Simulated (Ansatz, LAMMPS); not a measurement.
# What went wrong? liquid dimethylformamide at 298 K (108 atoms)

Program: Ansatz 0.2.0. The cell: 27 C, 9 N, 9 O and 63 H.

The input, input.yaml:

```yaml
crystal:
  lattice:
    - [10.49648, 0.0, 0.0]
    - [0.0, 10.49648, 0.0]
    - [0.0, 0.0, 10.49648]
  atoms:
    - { symbol: C, position: [0.29734, 0.24963, 0.75304] }
    - { symbol: "N", position: [0.22557, 0.13374, 0.77868] }
    - { symbol: C, position: [0.16374, 0.11451, 0.90928] }
    - { symbol: C, position: [0.20156, 0.05359, 0.67832] }
    - { symbol: O, position: [0.12079, 0.96606, 0.6905] }
    - { symbol: H, position: [0.3654, 0.26152, 0.83141] }
    - { symbol: H, position: [0.35217, 0.23342, 0.66222] }
    - { symbol: H, position: [0.2429, 0.34204, 0.74136] }
    - { symbol: H, position: [0.22155, 0.1647, 0.9815] }
    - { symbol: H, position: [0.05911, 0.15334, 0.91166] }
    - { symbol: H, position: [0.1611, 0.0112, 0.93705] }
    - { symbol: H, position: [0.26283, 0.07567, 0.59131] }
    - { symbol: C, position: [0.51187, 0.9709, 0.04784] }
    - { symbol: "N", position: [0.47438, 0.9755, 0.18485] }
    - { symbol: C, position: [0.56632, 0.02868, 0.27049] }
    - { symbol: C, position: [0.35773, 0.96709, 0.22383] }
    - { symbol: O, position: [0.31991, 0.98391, 0.33318] }
    - { symbol: H, position: [0.54062, 0.07721, 0.02033] }
    [... 84 atom lines left out ...]
    - { symbol: H, position: [0.98121, 0.9103, 0.44814] }
    - { symbol: H, position: [0.08025, 0.02469, 0.38153] }
    - { symbol: H, position: [0.01905, 0.69557, 0.35506] }
    - { symbol: H, position: [0.12449, 0.71296, 0.2137] }
    - { symbol: H, position: [0.17428, 0.77849, 0.36143] }
    - { symbol: H, position: [0.96029, 0.00018, 0.12913] }
kpoints:
  mp_grid: { grid: [1, 1, 1] }
hamiltonian:
  xc: pbesol
scf:
  occupations: { method: gaussian, width: 0.025 }
  max_iter: 50
output:
  forces: true
accuracy: [1, 2]
```

Run with:

```bash
$ ansatz run input.yaml --threads 4 --pin off --max-ram 8192MiB --backend cpu --events-out ev --progress --plain --runs-dir out
```

What it wrote:

```text
Error: YAML parse error: error: line 124 column 11: expected string scalar
   --> <input>:124:11
    |
122 | output:
123 |   forces: true
124 | accuracy: [1, 2]
    |           ^ expected string scalar
```

Wall time 0.02 s (4 threads of Arm Neoverse V2, shared host); peak memory 0.022 GiB.

Q: Name the fault and the fix.

A value that the key doesn't take: accuracy = [1, 2].

The fix is to take out accuracy.

The program refused it before any cycle.

[Logs are printed without paths, hosts, clocks, repeated set-up lines and the standing remarks that a program may print on its own settings, such as how far it seeks lower states.]

[Hosts, paths, dates, database ids (printed as entryN), source tags and the programs' standing remarks are cut or masked in the printed files.]
